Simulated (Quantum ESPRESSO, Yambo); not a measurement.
# MoS2 (R3m): G0W0 with Yambo, start to end, part 3 of 3

How does a plane-wave GW calculation on MoS2 (R3m) run from the first input to the gap?

Quantum ESPRESSO 7.5 and Yambo 5.3.0; PBE and many-body steps on it, plane waves. Known limits of the many-body steps: not at the basis limit; no spin-orbit coupling.

So far. Step 3 (Bands along the symmetry lines): The gap is 0.914 eV, −0.102 eV from the run before at this level. Step 4 (Empty states on the mesh, 4×4×4 mesh, 91 bands): On this mesh the gap is 1.221 eV. The earlier step found 1.016 eV, so this mesh misses an edge.

## (6) Screening and self-energy, 4×4×4 mesh, 91 bands, screening to 122.5 eV

G0W0 replaces the xc potential by the self-energy, built once from these orbitals. Only a window of levels is corrected, while the sums run over the empty bands that the input names.

This step: G0W0 on PBE, plane waves, norm-conserving pseudopotentials.

gw1.in

```
HF_and_locXC
gw0
dyson
ppa
em1d
rim_cut
RandQpts= 1000000
RandGvec= 1 RL
EXXRLvcs= 72 Ry
VXCRLvcs= 288 Ry
Chimod= "HARTREE"
% BndsRnXp
 1 | 91 |
%
NGsBlkXp= 9 Ry
% LongDrXp
 1 | 1 | 1 |
%
% GbndRnge
 1 | 91 |
%
DysSolver= "n"
ExtendOut
PPAPntXp= 27.21138 eV
% QPkrange
 1 | 13 | 7 | 18 |
%
```

The run is started by

```bash
> OMP_NUM_THREADS=1 mpirun -n 4 yambo -F gw1.in -J gw1 -C gw1 > gw1.log
```

The log of the run:

```text
 Yambo, version 5.3.0

 [02] CORE Variables Setup
 =========================

  [... cell, symmetries and grids as in the set-up ...]

  [02.05] Energies & Occupations
  ==============================

  [X] === General ===
  [X] Electronic Temperature                        :  0.000000  0.000000 [eV K]
  [X] Bosonic    Temperature                        :  0.000000  0.000000 [eV K]
  [X] Finite Temperature mode                       : no
  [X] El. density                                   :  0.48887E+24 [cm-3]
  [X] Fermi Level                                   :  11.12931 [eV]

  [X] === Gaps and Widths ===
  [X] Conduction Band Min                           :  1.220805 [eV]
  [X] Valence Band Max                              :  0.000000 [eV]
  [X] Filled Bands                                  :  13
  [X] Empty Bands                                   :   14   91
  [X] Direct Gap                                    :  2.168442 [eV]
  [X] Direct Gap localized at k                     :  13
  [X] Indirect Gap                                  :  1.220805 [eV]
  [X] Indirect Gap between kpts                     :  13   6
  [X] Last valence band width                       :  1.498794 [eV]
  [X] 1st conduction band width                     :  0.947637 [eV]

 [03] Transferred momenta grid and indexing
 ==========================================

 IBZ Q-points                                      :  13
 BZ  Q-points                                      :   64

 K/Q-points units:
 rlu = crystal or reduced units; cc = cartesian coordinates; iku = interal k-units

 Q [ 1]         [rlu]:  0.000000  0.000000  0.000000
 Q [ 2]         [rlu]:  0.20796E-16  0.20796E-16  0.25000
 Q [ 3]         [rlu]: -0.39506E-16 -0.39506E-16 -0.50000
 Q [ 4]         [rlu]:  0.90844E-16  0.25000      0.25000
 Q [ 5]         [rlu]:  0.72093E-16  0.25000      0.50000
 Q [ 6]         [rlu]:  0.97055E-16  0.25000     -0.25000
 Q [ 7]         [rlu]: -0.18169E-15 -0.50000     -0.50000
 Q [ 8]         [rlu]:  0.250000  0.250000  0.250000
 Q [ 9]         [rlu]:  0.250000  0.250000  0.500000
 Q [10]         [rlu]:  0.250000  0.250000 -0.250000
 Q [11]         [rlu]:  0.250000  0.500000  0.500000
 Q [12]         [rlu]:  0.250000  0.500000  0.750000
 Q [13]         [rlu]: -0.500000 -0.500000 -0.500000

 [04] Coloumb potential Random Integration (RIM)
 ===============================================

  [04.01] RIM initialization
  ==========================

  * Diagonal components only detected *

  8 x (sBL volume)        :  0.086392 [a.u.]
  sBZ random points       :  1000000
  Points outside the sBZ  :   7986638
  RL volume               :  0.691135 [a.u.]
  Integrated volume       :  0.692292 [a.u.]

  [04.02] RIM integrals
  =====================

  Gamma point sphere radius             :  0.080188 [a.u.]
  Points outside the sphere             :   806837
  [Int_sBZ(q=0) 1/q^2]*(Vol_sBZ)^(-1/3) =:  7.307761
                                 should be <:  7.795600

  Summary of Coulomb integrals for non-metallic bands |Q|[au] RIM/Bare

  Q [1] 0.100000E-4 0.937421 * Q [8] 0.135159 0.695778
  Q [13] 0.270319 0.897344 * Q [2] 0.307064 1.133254
  Q [4] 0.316824 1.110866 * Q [9] 0.353178 1.052893
  Q [11] 0.378157 1.032353 * Q [6] 0.526095 1.045051
  Q [5] 0.543179 1.037602 * Q [12] 0.591479 1.022843
  Q [10] 0.609150 1.033215 * Q [3] 0.614128 1.031725
  Q [7] 0.633649 1.026812

 [05] Dipoles
 ============

  [05.01] Setup: observables and procedures
  =========================================

  [WARNING] [x,Vnl] slows the Dipoles computation. To neglect it rename the ns.kb_pp file

 [06] Dynamic Dielectric Matrix (PPA)
 ====================================

 [WR./gw1//ndb.pp]---------------------------------------------------------------
  Brillouin Zone Q/K grids (IBZ/BZ)                :   13   64   13   64
  RL vectors                                       :   4877 [WF]
  Coulomb cutoff potential                         : none
  Electronic Temperature                           :  0.000000 [K]
  Bosonic    Temperature                           :  0.000000 [K]
  PPA    diel. fun.  energies                      : Perdew, Burke & Ernzerhof(X)+Perdew, Burke & Ernzerhof(C)
  wavefunctions                                    : Perdew, Burke & Ernzerhof(X)+Perdew, Burke & Ernzerhof(C)
  Global Gauge                                     : length
  X matrix size                                    :  161
  X band range                                     :    1   91
  X e/h energy range                               : -1.000000 -1.000000 [eV]
  X Time ordering                                  : R
  X Hxc Kernel                                     : HARTREE
  X Drude frequency                                :  0.000000  0.000000
  X poles                                          :  100.0000 [o/o]
  RL vectors in the sum                            :   4877
  [r,Vnl] included                                 : yes
  Field direction                                  :  0.577350E-5  0.577350E-5  0.577350E-5
  BZ energy Double Grid                            : no
  BZ energy DbGd points                            : 0
  BZ Q point size factor                           : -1.000000
  X Optical Averaged directions                    : none

 [07] Local Exchange-Correlation + Non-Local Fock
 ================================================

 [VXC] Plane waves :  29607
 [EXS] Plane waves :   3673

 QP @ state[ 1 ] K range:   1  13
 QP @ state[ 1 ] b range:   7  18

 [xc] Functional : Perdew, Burke & Ernzerhof(X)+Perdew, Burke & Ernzerhof(C)
 [xc] LIBXC used to calculate xc functional
  PP Number of Atomic Species                      :  2
  NLCC RL compoments                               :  29607
  PP Number of Atomic Species                      :  2
  NLCC RL compoments                               :  29607

 [xc] E_xc :  -12.44992 [Ha]
      E_xc :  -24.89985 [Ry]

  Local XC kind (lXC) : Perdew, Burke & Ernzerhof(X)+Perdew, Burke & Ernzerhof(C)
  Non-Local XC kind (nlXC) : Hartree-Fock

  Corrections @ K [1] :  [eV]
 <7|nlXC|7> = -17.36800  0.16637E-16 <7|lXC|7> = -12.50063 -0.18882E-15
 <8|nlXC|8> = -18.35277  0.58174E-17 <8|lXC|8> = -15.72619 -0.37763E-15
 <9|nlXC|9> = -18.35277 -0.26938E-16 <9|lXC|9> = -15.72619  0.11329E-14
 <10|nlXC|10> = -17.88742 -0.15534E-16 <10|lXC|10> = -16.09863  0.000000
 <11|nlXC|11> = -17.88742 -0.34319E-17 <11|lXC|11> = -16.09863  0.56645E-15
 <12|nlXC|12> = -16.34442  0.10313E-16 <12|lXC|12> = -14.43843  0.75527E-15
 <13|nlXC|13> = -16.39514  0.32687E-17 <13|lXC|13> = -14.69405  0.37763E-15
 <14|nlXC|14> = -11.15047 -0.21686E-17 <14|lXC|14> = -15.60545 -0.18882E-15
 <15|nlXC|15> = -11.15046 -0.32202E-18 <15|lXC|15> = -15.60545  0.18882E-15
 <16|nlXC|16> = -11.19633 -0.31271E-18 <16|lXC|16> = -15.64281 -0.37763E-15
[...]
Corrections @ K [2] :  [eV]
[...]
Corrections @ K [3] :  [eV]
[...]
Corrections @ K [4] :  [eV]
[...]
Corrections @ K [5] :  [eV]
[...]
[... 7 further k-points ...]
  Corrections @ K [13] :  [eV]
[...]
<14|nlXC|14> = -11.12765 -0.16508E-17 <14|lXC|14> = -15.62602 -0.47204E-16
 <15|nlXC|15> = -11.12765  0.17821E-18 <15|lXC|15> = -15.62602 -0.14161E-15
 <16|nlXC|16> = -11.20032 -0.15423E-17 <16|lXC|16> = -15.54296  0.94408E-16
 <17|nlXC|17> = -11.20032  0.50550E-17 <17|lXC|17> = -15.54296  0.000000
 <18|nlXC|18> = -6.388198 -0.50896E-18 <18|lXC|18> = -11.56872 -0.18882E-15

  [07.01] Hartree-Fock occupations report
  =======================================

  [Hartree-Fock] === General ===
  [Hartree-Fock] Electronic Temperature             :  0.000000  0.000000 [eV K]
  [Hartree-Fock] Bosonic    Temperature             :  0.000000  0.000000 [eV K]
  [Hartree-Fock] Finite Temperature mode            : no
  [Hartree-Fock] El. density                        :  0.48887E+24 [cm-3]
  [Hartree-Fock] Fermi Level                        :  11.12931 [eV]

  [Hartree-Fock] === Gaps and Widths ===
  [Hartree-Fock] Conduction Band Min                :  5.370313 [eV]
  [Hartree-Fock] Valence Band Max                   : -0.634093 [eV]
  [Hartree-Fock] Filled Bands                       :  13
  [Hartree-Fock] Empty Bands                        :   14   91
  [Hartree-Fock] Direct Gap                         :  7.300907 [eV]
  [Hartree-Fock] Direct Gap localized at k          :  13
  [Hartree-Fock] Indirect Gap                       :  6.004406 [eV]
  [Hartree-Fock] Indirect Gap between kpts          :  13   6
  [Hartree-Fock] Last valence band width            :  2.398947 [eV]
  [Hartree-Fock] 1st conduction band width          :  1.423552 [eV]

 [08] Dyson equation: Newton solver
 ==================================

  [08.01] G0W0 (W PPA)
  ====================

  [  GW  ] Bands range     :    1   91
  [GW/PPA] G damping       :  0.100000 [eV]

  QP @ state[ 1 ] K range:   1  13
  QP @ state[ 1 ] b range:   7  18

   Sc/G bands                                       :    1   91
   Sc/G damping                                     :  0.100000 ev
   Sc bands terminator                              : no
   Sx RL components                                 :   3673

   QP @ state[ 1 ] K range                          :   1  13
   QP @ state[ 1 ] b range                          :   7  18
   GF energies kind                                 : Perdew, Burke & Ernzerhof(X)+Perdew, Burke & Ernzerhof(C)
   GF WF`s kind                                     : Perdew, Burke & Ernzerhof(X)+Perdew, Burke & Ernzerhof(C)
   Xs energies kind                                 : Perdew, Burke & Ernzerhof(X)+Perdew, Burke & Ernzerhof(C)
   Xs WF`s kind                                     : Perdew, Burke & Ernzerhof(X)+Perdew, Burke & Ernzerhof(C)

 [11] Game Over & Game summary
```

The job ended after 26 min (4 MPI ranks of Arm Neoverse V1, shared host; peak memory 5 GiB; 1.7 h of CPU time).

This step gave:

| Item | Value |
| --- | --- |
| G0W0 gap on the mesh | 1.676 eV |
| starting gap on the mesh | 1.221 eV |
| k of the valence top | -0.5, -0.5, -0.5 |
| k of the conduction bottom | 0, 0, 0.25 |
| least direct G0W0 gap on the computed points | 2.644 eV |
| Z at the valence top | 0.7798 |
| Z at the conduction bottom | 0.7859 |

The gap on the mesh goes from 1.22 eV to 1.68 eV, a correction of +0.46 eV. The start differs from the 1.02 eV found before because the two sample other k points.

Limits: finite bands, cutoff and mesh; no spin-orbit coupling. v1 is the top filled band, c1 the lowest empty one. The levels before and after the correction (eV, zero at the valence-band top of each column):

|  | conduction bottom | valence top |
| --- | --- | --- |
| Kohn-Sham | 1.22 | 0.00 |
| G0W0 | 1.68 | 0.00 |

|  | level | energy (eV) |
| --- | --- | --- |
| Kohn-Sham | (0 0 0.25) v3 | -2.408 |
| Kohn-Sham | (0 0 0.25) v2 | -1.644 |
| Kohn-Sham | (0 0 0.25) v1 | -1.499 |
| Kohn-Sham | (0 0 0.25) c1 | 1.222 |
| Kohn-Sham | (0 0 0.25) c2 | 1.797 |
| Kohn-Sham | (0 0 0.25) c3 | 2.628 |
| Kohn-Sham | (-0.5 -0.5 -0.5) v3-v2 | -2.146 |
| Kohn-Sham | (-0.5 -0.5 -0.5) v1 | 0.000 |
| Kohn-Sham | (-0.5 -0.5 -0.5) c1-c2 | 2.168 |
| Kohn-Sham | (-0.5 -0.5 -0.5) c3 | 2.292 |
| G0W0 | (0 0 0.25) v3 | -2.654 |
| G0W0 | (0 0 0.25) v2 | -2.060 |
| G0W0 | (0 0 0.25) v1 | -1.634 |
| G0W0 | (0 0 0.25) c1 | 1.676 |
| G0W0 | (0 0 0.25) c2 | 2.313 |
| G0W0 | (0 0 0.25) c3 | 3.214 |
| G0W0 | (-0.5 -0.5 -0.5) v3-v2 | -2.275 |
| G0W0 | (-0.5 -0.5 -0.5) v1 | 0.000 |
| G0W0 | (-0.5 -0.5 -0.5) c1-c2 | 2.644 |
| G0W0 | (-0.5 -0.5 -0.5) c3 | 2.697 |

## (7) Where the time went

Times are wall times on the hardware named with each run, good to a factor of about two.

| step | time | share | memory (GiB) |
| --- | --- | --- | --- |
| ground state | 87 s | 5 % | 0.4 |
| bands along the symmetry lines | 25 s | 1 % | 0.31 |
| empty states on the mesh | 32 s | 2 % | 0.38 |
| conversion and set-up | 2.3 s | 0 % | 0.24 |
| screening and self-energy | 26 min | 92 % | 5.0 |

## (8) Results

```yaml
pbe_gap: 0.91 eV, indirect
g0w0_gap_on_the_mesh: 1.68 eV
g0w0_gap_over_the_zone_rigid_shift: 1.37 eV
gw_settings: 4×4×4 mesh, 91 bands, screening to 122.5 eV, Godby-Needs plasmon pole
known_limits: not at the basis limit; no spin-orbit coupling
```

What this shows: G0W0 moves the gap on the mesh from 1.22 eV to 1.68 eV (+0.46 eV), with Z of 0.78 and 0.79 at the edges. The mesh misses the band edges by 0.31 eV in all; a rigid shift gives 1.37 eV for the zone. The dearest step here is «screening and self-energy». Bands and cutoff are finite, so the gap is not at the basis limit. The miss can reach some tenths of an eV and take either sign; the mesh is an error of its own. A denser mesh or path gives a starting gap of 0.91 eV: the GW mesh misses a band edge, so its gaps are not the fundamental one. The many-body steps are scalar-relativistic: spin-orbit coupling is not in them.

[Paths, hosts, dates, memory and timing lines, banners, echoed tables and standing remarks are left out of the program output.]

[Logs are printed without paths, hosts, clocks, repeated set-up lines and the standing remarks that a program may print on its own settings, such as how far it seeks lower states.]

[Runs of the session that timed out or met a known fault of the program may be left out.]

[Hosts, paths, dates, database ids (printed as entryN), source tags and the programs' standing remarks are cut or masked in the printed files.]
